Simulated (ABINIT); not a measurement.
# A GW chain in ABINIT: SiO2 (Cristobalite)

Wanted: ground state, empty states, screening and self-energy for SiO2 (Cristobalite).

Main program and level: ABINIT 10.8.3; PBE and many-body steps on it, plane waves.

This is a report of a sequence of runs, with most program output left out.

The database entry behind the starting cell lists a temperature of 340 K, so it need not match the best structure at ambient conditions.

## Step 1: The starting structure

It takes space group P4_12_12 (No. 92, tetragonal). Conventional cell: a = 4.982 Å, b = 4.982 Å, c = 6.963 Å, α = 90.00°, β = 90.00°, γ = 90.00°. Nearest to Si lie 4 O at 1.60 to 1.61 Å. Nearest to O lie 2 Si at 1.60 to 1.61 Å. Farther neighbours and most contacts between anions are not listed.

The cell and positions come from the Crystallography Open Database and are kept as given unless a step says otherwise.

## Step 2: Ground state

This step: ABINIT 10.8.3; DFT, PBE, plane waves, norm-conserving pseudopotentials.

The ground-state density comes first.

run.abi

```
acell 3*1.0 Angstrom
rprim 
  4.982000000000 0.000000000000 0.000000000000
  0.000000000000 4.982000000000 0.000000000000
  0.000000000000 0.000000000000 6.963000000000
ntypat 2
znucl 14 8
natom 12
typat 1 1 1 1 2 2 2 2 2 2 2 2
xred 
  0.298970000000 0.298970000000 -0.000000000000
  0.201030000000 0.798970000000 0.250000000000
  0.701030000000 0.701030000000 0.500000000000
  0.798970000000 0.201030000000 0.750000000000
  0.239890000000 0.103470000000 0.178130000000
  0.396530000000 0.739890000000 0.428130000000
  0.760110000000 0.896530000000 0.678130000000
  0.603470000000 0.260110000000 0.928130000000
  0.739890000000 0.396530000000 0.571870000000
  0.896530000000 0.760110000000 0.321870000000
  0.260110000000 0.603470000000 0.071870000000
  0.103470000000 0.239890000000 0.821870000000
pp_dirpath "pseudos"
pseudos "Si.upf, O.upf"
ecut 36
ngkpt 4 4 4
nshiftk 1
shiftk 0 0 0
kptopt 1
chksymbreak 0
nband 42
occopt 1
tolvrs 1e-08
nstep 60
prtwf 0
optforces 0
optstress 0
indata_prefix "in"
outdata_prefix "out"
tmpdata_prefix "tmp"
```

On the command line:

```console
$ OMP_NUM_THREADS=1 mpirun -n 4 abinit run.abi > log
```

The job ended after 1.8 min (4 MPI ranks of Arm Neoverse V1, shared host; peak memory 0.56 GiB; 7.4 min of CPU time).

This step gave:

```
total energy               : -4076.5453 eV
gap                        : 5.801 eV
k of the valence top       : 0, 0, 0
k of the conduction bottom : 0, 0, 0
least direct gap           : 5.801 eV
```

The gap is direct, at Γ.

## Step 3: Bands along the symmetry lines

The cheap functional maps the bands first; the places of the edges decide which points the dearer methods must see.

run.abi: that of step 2 with these lines changed.

```diff
@@ -25,14 +25,53 @@
 ecut 36
-ngkpt 4 4 4
-nshiftk 1
-shiftk 0 0 0
-kptopt 1
-chksymbreak 0
-nband 42
-occopt 1
-tolvrs 1e-08
-nstep 60
+iscf -2
+irdden 1
+kptopt 0
+nkpt 39
+kpt 
+  0.00000000 0.00000000 0.00000000
+  0.00000000 0.12500000 0.00000000
+  0.00000000 0.25000000 0.00000000
+  0.00000000 0.37500000 0.00000000
+  0.00000000 0.50000000 0.00000000
+  0.12500000 0.50000000 0.00000000
+  0.25000000 0.50000000 0.00000000
+  0.37500000 0.50000000 0.00000000
+  0.50000000 0.50000000 0.00000000
+  0.37500000 0.37500000 0.00000000
+  0.25000000 0.25000000 0.00000000
+  0.12500000 0.12500000 0.00000000
+  0.00000000 0.00000000 0.00000000
+  0.00000000 0.00000000 0.12500000
+  0.00000000 0.00000000 0.25000000
+  0.00000000 0.00000000 0.37500000
+  0.00000000 0.00000000 0.50000000
+  0.00000000 0.12500000 0.50000000
+  0.00000000 0.25000000 0.50000000
+  0.00000000 0.37500000 0.50000000
+  0.00000000 0.50000000 0.50000000
+  0.12500000 0.50000000 0.50000000
+  0.25000000 0.50000000 0.50000000
+  0.37500000 0.50000000 0.50000000
+  0.50000000 0.50000000 0.50000000
+  0.37500000 0.37500000 0.50000000
+  0.25000000 0.25000000 0.50000000
+  0.12500000 0.12500000 0.50000000
+  0.00000000 0.00000000 0.50000000
+  0.00000000 0.50000000 0.00000000
+  0.00000000 0.50000000 0.12500000
+  0.00000000 0.50000000 0.25000000
+  0.00000000 0.50000000 0.37500000
+  0.00000000 0.50000000 0.50000000
+  0.50000000 0.50000000 0.00000000
+  0.50000000 0.50000000 0.12500000
+  0.50000000 0.50000000 0.25000000
+  0.50000000 0.50000000 0.37500000
+  0.50000000 0.50000000 0.50000000
+istwfk *1
+nband 47
+nbdbuf 10
+tolwfr 1e-07
+nstep 50
 prtwf 0
-optforces 0
-optstress 0
+prtvol 0
 indata_prefix "in"
```

Wall time 2 min (4 MPI ranks); peak memory 0.68 GiB.

Numbers from this step:

```yaml
gap: 5.801 eV
k_of_the_valence_top: 0, 0, 0
k_of_the_conduction_bottom: 0, 0, 0
least_direct_gap: 5.801 eV
```

The gap is 5.801 eV, as in the run before at this level.

The electronic bands at the labelled points (eV, zero at the top of the highest filled band):

```csv
point,band 29,band 30,band 31,band 32,band 33,band 34,band 35,band 36
Γ,-0.66,-0.27,-0.27,0.00,5.80,8.90,8.90,9.30
halfway,-0.72,-0.47,-0.33,-0.18,6.42,9.03,9.09,9.30
X,-0.65,-0.65,-0.47,-0.47,7.83,7.83,9.34,9.34
halfway,-0.65,-0.65,-0.56,-0.56,8.20,8.20,9.17,9.17
M,-0.60,-0.60,-0.55,-0.55,8.79,8.79,8.93,8.93
halfway,-0.86,-0.57,-0.48,-0.29,6.98,8.92,9.19,9.37
Γ,-0.66,-0.27,-0.27,0.00,5.80,8.90,8.90,9.30
halfway,-0.61,-0.46,-0.30,-0.11,6.14,8.13,9.11,9.45
Z,-0.51,-0.51,-0.39,-0.39,7.03,7.03,9.53,9.53
halfway,-0.75,-0.75,-0.25,-0.25,7.44,7.44,9.40,9.40
R,-0.94,-0.94,-0.17,-0.17,8.17,8.17,8.99,8.99
halfway,-0.91,-0.91,-0.29,-0.29,8.57,8.57,9.15,9.15
A,-0.63,-0.63,-0.63,-0.63,9.31,9.31,9.31,9.31
halfway,-0.80,-0.80,-0.28,-0.28,7.85,7.85,9.54,9.54
Z,-0.51,-0.51,-0.39,-0.39,7.03,7.03,9.53,9.53
jump to X,-0.65,-0.65,-0.47,-0.47,7.83,7.83,9.34,9.34
halfway,-0.85,-0.85,-0.27,-0.27,7.97,7.97,9.22,9.22
R,-0.94,-0.94,-0.17,-0.17,8.17,8.17,8.99,8.99
jump to M,-0.60,-0.60,-0.55,-0.55,8.79,8.79,8.93,8.93
halfway,-0.63,-0.63,-0.58,-0.58,8.96,8.96,9.10,9.10
A,-0.63,-0.63,-0.63,-0.63,9.31,9.31,9.31,9.31
```

## Step 4: Empty states on the mesh, 2×2×2 mesh, 358 bands

The sums over transitions need many empty states on a uniform mesh; this step solves for them.

run.abi

```
acell 3*1.0 Angstrom
rprim 
  4.982000000000 0.000000000000 0.000000000000
  0.000000000000 4.982000000000 0.000000000000
  0.000000000000 0.000000000000 6.963000000000
ntypat 2
znucl 14 8
natom 12
typat 1 1 1 1 2 2 2 2 2 2 2 2
xred 
  0.298970000000 0.298970000000 -0.000000000000
  0.201030000000 0.798970000000 0.250000000000
  0.701030000000 0.701030000000 0.500000000000
  0.798970000000 0.201030000000 0.750000000000
  0.239890000000 0.103470000000 0.178130000000
  0.396530000000 0.739890000000 0.428130000000
  0.760110000000 0.896530000000 0.678130000000
  0.603470000000 0.260110000000 0.928130000000
  0.739890000000 0.396530000000 0.571870000000
  0.896530000000 0.760110000000 0.321870000000
  0.260110000000 0.603470000000 0.071870000000
  0.103470000000 0.239890000000 0.821870000000
pp_dirpath "pseudos"
pseudos "Si.upf, O.upf"
ecut 36
ngkpt 2 2 2
nshiftk 1
shiftk 0 0 0
kptopt 1
chksymbreak 0
iscf -2
irdden 1
istwfk *1
nband 358
nbdbuf 32
tolwfr 1e-09
nstep 60
prtvol 0
indata_prefix "in"
outdata_prefix "out"
tmpdata_prefix "tmp"
```

The job ended after 9.8 min (4 MPI ranks; peak memory 0.78 GiB).

Numbers from this step:

| Item | Value |
| --- | --- |
| gap | 5.801 eV |
| k of the valence top | 0, 0, 0 |
| k of the conduction bottom | 0, 0, 0 |
| least direct gap | 5.801 eV |
| k points computed | 6 |
| lowest point of the top converged band, above the valence top | 78.5187 eV |

On this mesh the gap is 5.801 eV.

## Step 5: Screening, 2×2×2 mesh, 326 bands, screening to 155.1 eV

The RPA dielectric matrix is built and inverted for each q.

This step: RPA screening on PBE, plane waves, norm-conserving pseudopotentials.

run.abi: that of step 4 with these lines changed.

```diff
@@ -30,10 +30,11 @@
 chksymbreak 0
-iscf -2
-irdden 1
 istwfk *1
-nband 358
-nbdbuf 32
-tolwfr 1e-09
-nstep 60
-prtvol 0
+occopt 1
+irdwfk 1
+optdriver 3
+nband 326
+ecuteps 5.7
+inclvkb 2
+awtr 1
+symchi 1
 indata_prefix "in"
```

Elapsed: 9.2 min, on 4 MPI ranks; peak memory 6.7 GiB; 37 min of CPU time.

This step gave:

```
ε∞ with local fields, on this mesh, along the program's q direction : 2.139
the same without local fields                                       : 2.346
plasma frequency                                                    : 22.60 eV
plane waves in the screening matrix                                 : 751
```

Local fields lower ε∞ by 9 %. On a Γ-centred mesh this coarse the value itself is usually too large, while a short band sum pulls it down.

## Step 6: Self-energy, 2×2×2 mesh, 326 bands, screening to 155.1 eV

The self-energy is evaluated for the states that the input lists, and the levels follow from it, in one-shot runs by the linearised quasiparticle equation.

This step: G0W0 on PBE, plane waves, norm-conserving pseudopotentials.

run.abi: that of step 5 with these lines changed.

```diff
@@ -33,8 +33,25 @@
 irdwfk 1
-optdriver 3
+optdriver 4
 nband 326
+gwcalctyp 0
+ecutsigx 36
+symsigma 1
+nkptgw 6
+kptgw 
+  0.0000000000 0.0000000000 0.0000000000
+  0.5000000000 0.0000000000 0.0000000000
+  0.5000000000 0.5000000000 0.0000000000
+  0.0000000000 0.0000000000 0.5000000000
+  0.5000000000 0.0000000000 0.5000000000
+  0.5000000000 0.5000000000 0.5000000000
+bdgw 
+  30 35
+  31 34
+  31 34
+  31 34
+  31 34
+  29 36
 ecuteps 5.7
-inclvkb 2
-awtr 1
-symchi 1
+irdscr 1
+ppmodel 1
 indata_prefix "in"
```

The job ended after 7.5 min (4 MPI ranks; peak memory 6 GiB; 30 min of CPU time).

Numbers from this step:

```yaml
g0w0_gap_on_the_mesh: 8.337 eV
starting_gap_on_the_mesh: 5.801 eV
k_of_the_valence_top: 0, 0, 0
k_of_the_conduction_bottom: 0, 0, 0
z_at_the_valence_top: 0.819
z_at_the_conduction_bottom: 0.88
least_direct_g0w0_gap_on_the_computed_points: 8.337 eV
```

The gap on the mesh goes from 5.80 eV to 8.34 eV, a correction of +2.54 eV.

Limits: finite bands, cutoff and mesh; coarse k mesh. v1 is the top filled band, c1 the lowest empty one. The levels before and after the correction (eV, zero at the valence-band top of each column):

```csv
,conduction bottom,valence top
Kohn-Sham,5.80,0.00
G0W0,8.34,0.00
```

```csv
,level,energy (eV)
Kohn-Sham,Γ v3-v2,-0.270
Kohn-Sham,Γ v1,0.000
Kohn-Sham,Γ c1,5.801
Kohn-Sham,Γ c2-c3,8.899
G0W0,Γ v3-v2,-0.316
G0W0,Γ v1,0.000
G0W0,Γ c1,8.337
G0W0,Γ c2-c3,11.750
```

## Step 7: Where the time went

Times are wall times on 4 MPI ranks of Arm Neoverse V1, shared host, good to a factor of about two.

```csv
step,time,share,memory (GiB)
ground state,1.8 min,6 %,0.56
bands along the symmetry lines,2 min,7 %,0.68
empty states on the mesh,9.8 min,32 %,0.78
screening,9.2 min,30 %,6.7
self-energy,7.5 min,25 %,6.0
```

## Step 8: Summary of results

```
PBE gap              : 5.80 eV, direct
G0W0 gap on the mesh : 8.34 eV
GW settings          : 2×2×2 mesh, 326 bands, screening to 155.1 eV, Godby-Needs plasmon pole
known limits         : not at the basis limit; coarse k mesh
```

**Reading.** G0W0 moves the gap on the mesh from 5.80 eV to 8.34 eV (+2.54 eV), with Z of 0.82 and 0.88 at the edges. Local fields lower the RPA ε∞ on this mesh from 2.35 to 2.14; a Γ-centred mesh this coarse tends to raise both, most where the direct gap is narrow, while a short band sum lowers them. Bands and cutoff are finite, so the gap is not at the basis limit. The miss can reach some tenths of an eV and take either sign; the mesh is an error of its own. The 2×2×2 mesh is coarse for this cell, which bears on the long-range parts of exchange and screening.

[Paths, hosts, dates, memory and timing lines, banners, echoed tables and standing remarks are left out of the program output.]

[Logs are printed without paths, hosts, clocks, repeated set-up lines and the standing remarks that a program may print on its own settings, such as how far it seeks lower states.]

[Runs of the session that timed out or met a known fault of the program may be left out.]

[Hosts, paths, dates, database ids (printed as entryN), source tags and the programs' standing remarks are cut or masked in the printed files.]

[G0W0 gaps are taken among the corrected bands and points alone; a level outside them can change the order at an edge.]

[Where Ansatz stands beside ABINIT at settings called matched, ABINIT's density can come from a denser mesh and the files from another edition; pairs whose starting gaps differed by over 0.03 eV were left out, so agreement reads better than it is.]
